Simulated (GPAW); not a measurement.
**Optical response of TiC**

Aim: the dielectric function of TiC, and the optical constants that follow from it. The cell comes from an older database entry, whose edges can differ from later determinations, mostly by under a per cent.

Program: GPAW 26.7.0. Level of theory: DFT, PBE, plane-wave PAW (GPAW data sets), scalar-relativistic, RPA, optical limit. Results are calculated unless marked as measured.

The database entry behind the starting cell differs from later determinations by our own check (0.1 to 0.3 % short, probably kX units), so it need not match the best structure at ambient conditions.

## 1. Set-up

It takes space group Fm-3m (No. 225, cubic). The conventional cell has a = 4.319 Å, b = 4.319 Å, c = 4.319 Å, α = 90.00°, β = 90.00°, γ = 90.00°. Ti has 6 C at 2.16 Å nearest. Nearest to C lie 6 Ti at 2.16 Å. Farther neighbours are not listed.

## 2. Ground state

First the ground state: is it a metal or has it a gap?

This step: DFT, PBE, plane-wave PAW (GPAW data sets), scalar-relativistic, ground state (GPAW 26.7.0).

gs.py reads:

```python
from ase import Atoms
from ase.dft.bandgap import bandgap
from gpaw import GPAW, PW, FermiDirac

atoms = Atoms(['Ti', 'C'],
              cell=[[0.000000000000, 2.159300000000, 2.159300000000],
                    [2.159300000000, 0.000000000000, 2.159300000000],
                    [2.159300000000, 2.159300000000, 0.000000000000]],
              scaled_positions=[[0.000000000000, 0.000000000000, 0.000000000000],
                                [0.500000000000, 0.500000000000, 0.500000000000]],
              pbc=[True, True, True])
atoms.calc = GPAW(mode=PW(500), xc='PBE', kpts={'size': (11, 11, 11), 'gamma': True},
                  occupations=FermiDirac(0.05), maxiter=150, txt='gs.txt')
print('energy (eV)', atoms.get_potential_energy())
print('Fermi level (eV)', atoms.calc.get_fermi_level())
print('valence electrons', atoms.calc.get_number_of_electrons())
print('gap (eV)', bandgap(atoms.calc, output=None)[0])
print('direct gap (eV)', bandgap(atoms.calc, direct=True, output=None)[0])
atoms.calc.write('gs.gpw')
```

Launch:

```sh
$ OMP_NUM_THREADS=1 python gs.py
```

Numbers of over 12 decimals in the logs are rounded to 6 here.

Log:

```text
__  _  _
 | _ |_)|_||  |
 |__||  | ||/\| - 26.7.0

Versions:
  Python: 3.12.14
  ASE:    3.29.0
  Numpy:  2.5.5
  Scipy:  1.18.1
  Libxc:  7.0.0

Input parameters:
  mode=PW(ecut=500.0),
  kpts=MonkhorstPack(size=(11, 11, 11), gamma=True),
  maxiter=150,
  occupations=Occupations(name='fermi-dirac', width=0.05, fixmagmom=False),
  xc=XC(name='PBE')

Diagonalizing LCAO Hamiltonian
Converting LCAO to pw mode

              C

       Ti

Atoms  # Å, Bohr magnetons
|   | symbol |        x |        y |        z |    initial magnetic moments |
| 0 |     Ti | 0.000000 | 0.000000 | 0.000000 | ( 0.0000,  0.0000,  0.0000) |
| 1 |      C | 2.159300 | 2.159300 | 2.159300 | ( 0.0000,  0.0000,  0.0000) |

Unit cell  # Å
| periodic |        x |        y |        z |  lengths |    angles |
|      yes | 0.000000 | 2.159300 | 2.159300 | 3.053711 | 60.000000 |
|      yes | 2.159300 | 0.000000 | 2.159300 | 3.053711 | 60.000000 |
|      yes | 2.159300 | 2.159300 | 0.000000 | 3.053711 | 60.000000 |

Number of symmetries: 48
Symmetry operations  # r_c * U_cc + t_c -> r_c
|    | kind |            matrix            |
|  0 |  σ   |  1, 0, 0,  1, 0,-1,  1,-1, 0 |
|  1 |  C2  |  1, 0, 0,  1,-1, 0,  1, 0,-1 |
|  2 |  E   |  1, 0, 0,  0, 1, 0,  0, 0, 1 |
|  3 |  σ   |  1, 0, 0,  0, 0, 1,  0, 1, 0 |
|  4 |  C4  |  1, 0,-1,  1, 0, 0,  1,-1, 0 |
|  5 |  S6  |  1, 0,-1,  1,-1, 0,  1, 0, 0 |
|  6 |  σ   |  1, 0,-1,  0, 1,-1,  0, 0,-1 |
|  7 |  C3  |  1, 0,-1,  0, 0,-1,  0, 1,-1 |
|  8 |  S6  |  1,-1, 0,  1, 0, 0,  1, 0,-1 |
|  9 |  C4  |  1,-1, 0,  1, 0,-1,  1, 0, 0 |
| 10 |  C3  |  1,-1, 0,  0,-1, 1,  0,-1, 0 |
| 11 |  σ   |  1,-1, 0,  0,-1, 0,  0,-1, 1 |
| 12 |  σ   |  0, 1, 0,  1, 0, 0,  0, 0, 1 |
| 13 |  C4  |  0, 1, 0,  0, 1,-1, -1, 1, 0 |
| 14 |  C3  |  0, 1, 0,  0, 0, 1,  1, 0, 0 |
| 15 |  S6  |  0, 1, 0, -1, 1, 0,  0, 1,-1 |
| 16 |  C2  |  0, 1,-1,  1, 0,-1,  0, 0,-1 |
| 17 |  σ   |  0, 1,-1,  0, 1, 0, -1, 1, 0 |
| 18 |  S4  |  0, 1,-1,  0, 0,-1,  1, 0,-1 |
| 19 |  C4  |  0, 1,-1, -1, 1, 0,  0, 1, 0 |
| 20 |  C3  |  0, 0, 1,  1, 0, 0,  0, 1, 0 |
| 21 |  σ   |  0, 0, 1,  0, 1, 0,  1, 0, 0 |
| 22 |  S6  |  0, 0, 1,  0,-1, 1, -1, 0, 1 |
| 23 |  C4  |  0, 0, 1, -1, 0, 1,  0,-1, 1 |
| 24 |  S4  |  0, 0,-1,  1, 0,-1,  0, 1,-1 |
| 25 |  C3  |  0, 0,-1,  0, 1,-1,  1, 0,-1 |
| 26 |  C2  |  0, 0,-1,  0,-1, 0, -1, 0, 0 |
| 27 |  S6  |  0, 0,-1, -1, 0, 0,  0,-1, 0 |
| 28 |  S4  |  0,-1, 1,  1,-1, 0,  0,-1, 0 |
| 29 |  C4  |  0,-1, 1,  0, 0, 1, -1, 0, 1 |
| 30 |  C2  |  0,-1, 1,  0,-1, 0,  1,-1, 0 |
| 31 |  σ   |  0,-1, 1, -1, 0, 1,  0, 0, 1 |
| 32 |  C3  |  0,-1, 0,  1,-1, 0,  0,-1, 1 |
| 33 |  S6  |  0,-1, 0,  0, 0,-1, -1, 0, 0 |
| 34 |  S4  |  0,-1, 0,  0,-1, 1,  1,-1, 0 |
| 35 |  C2  |  0,-1, 0, -1, 0, 0,  0, 0,-1 |
| 36 |  C2  | -1, 1, 0,  0, 1, 0,  0, 1,-1 |
| 37 |  S6  | -1, 1, 0,  0, 1,-1,  0, 1, 0 |
| 38 |  S4  | -1, 1, 0, -1, 0, 1, -1, 0, 0 |
| 39 |  C3  | -1, 1, 0, -1, 0, 0, -1, 0, 1 |
| 40 |  S6  | -1, 0, 1,  0, 0, 1,  0,-1, 1 |
| 41 |  C2  | -1, 0, 1,  0,-1, 1,  0, 0, 1 |
| 42 |  C3  | -1, 0, 1, -1, 1, 0, -1, 0, 0 |
| 43 |  S4  | -1, 0, 1, -1, 0, 0, -1, 1, 0 |
| 44 |  C2  | -1, 0, 0,  0, 0,-1,  0,-1, 0 |
| 45 |  i   | -1, 0, 0,  0,-1, 0,  0, 0,-1 |
| 46 |  σ   | -1, 0, 0, -1, 1, 0, -1, 0, 1 |
| 47 |  C2  | -1, 0, 0, -1, 0, 1, -1, 1, 0 |

BZ-sampling:
  Number of BZ points: 1331
  Number of IBZ points: 56

  Monkhorst-Pack size: [11, 11, 11]
  Monkhorst-Pack shift: [0, 0, 0]

K-points  # in reciprocal-cell coordinates
|     |                                coordinates |     weight |
|   0 | (  0.00000000,   0.00000000,   0.00000000) | 0.00075131 |
|   1 | (  0.09090909,   0.09090909,   0.00000000) | 0.00450789 |
|   2 | (  0.09090909,   0.09090909,   0.09090909) | 0.00601052 |
|   3 | (  0.18181818,   0.09090909,   0.09090909) | 0.00901578 |
|   4 | (  0.18181818,   0.18181818,   0.00000000) | 0.00450789 |
|   5 | (  0.18181818,   0.18181818,   0.09090909) | 0.01803156 |
|   6 | (  0.18181818,   0.18181818,   0.18181818) | 0.00601052 |
|   7 | (  0.27272727,   0.18181818,   0.09090909) | 0.01803156 |
|   8 | (  0.27272727,   0.18181818,   0.18181818) | 0.01803156 |
|   9 | (  0.27272727,   0.27272727,   0.00000000) | 0.00450789 |
| ... |                                            |            |
|  55 | (  0.45454545,   0.45454545,   0.45454545) | 0.00601052 |

Plane wave coefficients: 532
Cutoff: 500.0 eV

Spin-components: 1 (collinear spins)
Bands:           14
Projectors:      11
Spin-degeneracy: 2
Datatype:        complex128

Parallelization:
  kpt:    1
  domain: 1
  band:   1

Density:
  Valence electrons: 16.0
  Components: 1
  Grid points: [16 16 16]
  Charge: 0.0  # |e|

Potential:
  Grid points: [16 16 16]

species:
  Ti:
    name:    Titanium
    id:
    Z:       22.0
    valence: 12
    core:    10
    charge:  0.0  # [|e|]
    compensation charges:
      type: gauss
      rc: 0.38  # [Å]
      lmax: 2
    cutoffs:
      filter: 2.23  # [Å]
      core: 1.02  # [Å]
    projectors
    | kind |    occ | energy [eV] | rcut [Å] |
    |   3s |  2.000 |     -62.623 |    1.270 |
    |   4s |  2.000 |      -4.466 |    1.270 |
    |   3p |  6.000 |     -38.862 |    1.058 |
    |   4p |  0.000 |      -1.466 |    1.058 |
    |   3d |  2.000 |      -4.258 |    1.058 |
    |    d |        |      22.953 |    1.058 |

    Using partial waves for Ti as LCAO basis

  C:
    name:    Carbon
    id:
    Z:       6.0
    valence: 4
    core:    2
    charge:  0.0  # [|e|]
    compensation charges:
      type: gauss
      rc: 0.20  # [Å]
      lmax: 2
    cutoffs:
      filter: 1.14  # [Å]
      core: 1.14  # [Å]
    projectors
    | kind |    occ | energy [eV] | rcut [Å] |
    |   2s |  2.000 |     -13.751 |    0.635 |
    |   2p |  2.000 |      -5.284 |    0.635 |
    |    s |        |      13.461 |    0.635 |
    |    p |        |      21.927 |    0.635 |
    |    d |        |       0.000 |    0.635 |

    Using partial waves for C as LCAO basis

Reference energy: -24251.642397  # eV

eigensolver:
  PPCG
  Converge bands: occupied
  niter=2

density mixing:
  MSR1-Mixer
  Pratt-step length: 0.05
  Maximum mixing coefficient: 0.75
  Old densities: 10
  SVD Regularization: 0.005
  Good broyden scale: 1.0
  Trust region scale: 1.0
  Backstep threshold: 4.0
  History deletion threshold: 6.0
  Fourier metric: weight=20.0, sigma=0.015

occupation numbers:
  Fermi-Dirac:
    width: 0.0500  # eV

poisson solver:
  ecut: 4000.0  # eV

xc functional:
  name: PBE with 2 nearest neighbor stencil

convergence criteria:
- Maximum [total energy] change in last 3 cyles: 0.0005 eV / valence electron
- Maximum integral of absolute [dens]ity change: 0.0001 electrons / valence electron
- Maximum integral of absolute [eigenst]ate change: 4e-08 eV^2 / valence electron
maximum number of iterations: 150

SCF iterations
|iter     |      energy | eigst |  dens |
|iter:   1||  -19.777841 | -0.53 |       |
|iter:   2||  -18.926849 | -2.11 | -0.79 |
|iter:   3||  -17.502140 | -0.89 | -0.87 |
|iter:   4||  -17.482473 | -2.37 | -1.58 |
|iter:   5||  -17.494055 | -3.24 | -1.80 |
|iter:   6||  -17.493826 | -3.75 | -2.40 |
|iter:   7||  -17.493833c| -5.89 | -3.37 |
|iter:   8||  -17.493836c| -6.42 | -3.70 |
|iter:   9||  -17.493836c| -7.83c| -5.03c|

Converged in 9 steps
SCF loop duration: 6.210 s (0.690 s/step)
Energy contributions relative to reference atoms: (reference = -24251.642397)

Energy contributions:
  Kinetic:          17.387604
  Coulomb:         -18.341976
  Zero:              0.048603
  External:          0.000000
  Xc:              -16.586897
  Entropy:          -0.002339
  Spinorbit:         0.000000
  ----------------------------
  Free energy:     -17.495005
  Extrapolated:    -17.493836

dipole moment: (-13.794726, -13.794726, -13.794726)  # |e|*Ang

Fermi level: 10.378
Eigenvalues  # (at kpt = [0.000, 0.000, 0.000])
| band index |      eig [eV] | occ [0-2] |
|          0 |       -46.212 |     2.000 |
|          1 |       -22.247 |     2.000 |
|          2 |       -22.247 |     2.000 |
|          3 |       -22.247 |     2.000 |
|          4 |        -2.117 |     2.000 |
|          5 |        11.019 |     0.000 |
|          6 |        11.019 |     0.000 |
|          7 |        11.019 |     0.000 |
|          8 |        11.993 |     0.000 |
|          9 |        11.993 |     0.000 |
|         10 |        11.993 |     0.000 |
|         11 |        12.064 |     0.000 |
|         12 |        12.064 |     0.000 |
|         13 |        20.943 |     0.000 |

No gap
No difference between direct/indirect transitions

--- standard output ---
energy (eV) -17.493836
Fermi level (eV) 10.377559
valence electrons 16.0
gap (eV) 0.0
direct gap (eV) 0.0
```

It took 8.6 s on 1 thread of Arm Neoverse V1, shared host; peak memory 0.13 GiB.

Read-outs, printed or worked out from the files:

- energy: -17.49 eV
- Fermi energy: 10.38 eV
- electrons: 16

There are states at the Fermi level within the smearing, so the occupations stay smeared and the carriers get a Drude term.

## 3. Bands for the response

At the fixed density, many empty bands are solved on the mesh of the response, since the spectrum sums over them.

This step: DFT, PBE, plane-wave PAW (GPAW data sets), scalar-relativistic, bands at fixed density (GPAW 26.7.0).

nscf.py reads:

```python
from ase.dft.bandgap import bandgap
from gpaw import GPAW, FermiDirac

calc = GPAW('gs.gpw').fixed_density(kpts={'size': (18, 18, 18), 'gamma': True}, nbands=34, convergence={'bands': 28},
                                    occupations=FermiDirac(0.05), txt='nscf.txt')
print('gap (eV)', bandgap(calc, output=None)[0])
print('direct gap (eV)', bandgap(calc, direct=True, output=None)[0])
print('top band over the Fermi level (eV)', min(calc.get_eigenvalues(kpt=k)[27] for k in range(len(calc.get_ibz_k_points()))) - calc.get_fermi_level())
calc.write('full.gpw', mode='all')
```

Launch:

```sh
$ OMP_NUM_THREADS=1 python nscf.py
```

Log:

```text
Diagonalizing LCAO Hamiltonian
Converting LCAO to pw mode
convergence criteria:
- Maximum integral of absolute [eigenst]ate change: 4e-08 eV^2 / valence electron
maximum number of iterations: 150

SCF iterations
|iter     |      energy | eigst |  dens |
|iter:   1||             | +2.95 |       |
|iter:   2||             | +1.03 |       |
|iter:   3||             | -0.67 |       |
|iter:   4||             | -2.24 |       |
|iter:   5||             | -4.12 |       |
|iter:   6||             | -5.83 |       |
|iter:   7||             | -7.29 |       |
|iter:   8||             | -8.07c|       |
SCF steps: 8
  __  _  _
 | _ |_)|_||  |
 |__||  | ||/\| - 26.7.0

Versions:
  Python: 3.12.14
  ASE:    3.29.0
  Numpy:  2.5.5
  Scipy:  1.18.1
  Libxc:  7.0.0

Input parameters:
  mode=PW(ecut=500.0),
  convergence={'bands': 28},
  gpts=array([16, 16, 16]),
  kpts=MonkhorstPack(size=(18, 18, 18), gamma=True),
  maxiter=150,
  nbands=34,
  occupations=Occupations(name='fermi-dirac', width=0.05, fixmagmom=False),
  parallel={},
  xc=XC(name='PBE')

--- standard output ---
gap (eV) 0.0
direct gap (eV) 0.0
top band over the Fermi level (eV) 38.762863
```

It took 48 s on 1 thread; peak memory 0.22 GiB.

## 4. Dielectric function, RPA

Transitions between filled and empty bands, summed over the zone, give the optical response, so mesh, band count and broadening shape it.

The induced potential is part of this response.

This step: DFT, PBE, plane-wave PAW (GPAW data sets), scalar-relativistic, RPA, optical limit (GPAW 26.7.0).

df.py reads:

```python
from gpaw.response.df import DielectricFunction

df = DielectricFunction('full.gpw', frequencies={'type': 'nonlinear', 'domega0': 0.03, 'omega2': 8},
                        ecut=60,
                        eta=0.2,
                        nbands=28,
                        rate=0.05,
                        txt='df.txt')
for direction in ['x']:
    df.get_dielectric_function(xc='RPA', direction=direction, filename=f'df_{direction}.csv')
```

Launch:

```sh
$ OMP_NUM_THREADS=1 python df.py
```

Log:

```text
Using integrator: PointIntegrator
NonLinearFrequencyDescriptor(from 0.000 to 102.839 eV, 543 points)
Nonperiodic BCs:  [False False False]
Using integrator: PointIntegrator
NonLinearFrequencyDescriptor(from 0.000 to 102.839 eV, 543 points)
Nonperiodic BCs:  [False False False]
Using integrator: PointIntegrator

Calculating chi0 body with:
    Ground state adapter containing:
    Number of spins: 1
    Number of kpoints: 5832
    Number of irreducible kpoints: 195
    Number of completely occupied states: 5
    Number of partially occupied states: 9

    Linear response parametrization:
    q_c: [0.0, 0.0, 0.0]
    Number of frequency points: 543
    Planewave cutoff: 60.0
    Number of bands: 28
    Number of planewaves: 15
    Broadening (eta): 0.2

Integrating chi0 body.

Symmetries of q_c:
    Direct symmetries (Uq -> q): 48
    Indirect symmetries (TUq -> q): 0
In total 48 allowed symmetries.

195 groups of equivalent kpoints. 96.656379% reduction.

Integral kind: spectral function

Calculating chi0 optical extensions with:
    Ground state adapter containing:
    Number of spins: 1
    Number of kpoints: 5832
    Number of irreducible kpoints: 195
    Number of completely occupied states: 5
    Number of partially occupied states: 9

    Linear response parametrization:
    Number of frequency points: 543
    Planewave cutoff: 60.0
    Number of bands: 28
    Number of planewaves: 15
    Broadening (eta): 0.2
Integrating chi0 head and wings.

Symmetries of q_c:
    Direct symmetries (Uq -> q): 48
    Indirect symmetries (TUq -> q): 0
In total 48 allowed symmetries.

195 groups of equivalent kpoints. 96.656379% reduction.

Integral kind: spectral function wings

Calculating drude chi0 with:
    Number of frequency points:543
    Plasma frequency decay rate: 0.05 eV

    Ground state adapter containing:
    Number of spins: 1
    Number of kpoints: 5832
    Number of irreducible kpoints: 195
    Number of completely occupied states: 5
    Number of partially occupied states: 9

Symmetries of q_c:
    Direct symmetries (Uq -> q): 48
    Indirect symmetries (TUq -> q): 0
In total 48 allowed symmetries.

195 groups of equivalent kpoints. 96.656379% reduction.

Integral kind: intraband
Plasma frequency:
[[3.33-0.j 0.  +0.j 0.  +0.j]
 [0.  +0.j 3.33-0.j 0.  -0.j]
 [0.  -0.j 0.  -0.j 3.33-0.j]]
```

Run time: 12 s. Hardware: 1 thread; peak memory 0.23 GiB.

Read-outs, printed or worked out from the files:

```
centre of weight of the strongest loss peak in the window : 24.00 eV
```

[end of part 1 of 2]

[Machine, clock and banner lines and Python warnings are left out of the logs.]

[Logs are printed without paths, hosts, clocks, repeated set-up lines and the standing remarks that a program may print on its own settings, such as how far it seeks lower states.]

[Hosts, paths, dates, database ids (printed as entryN), source tags and the programs' standing remarks are cut or masked in the printed files.]
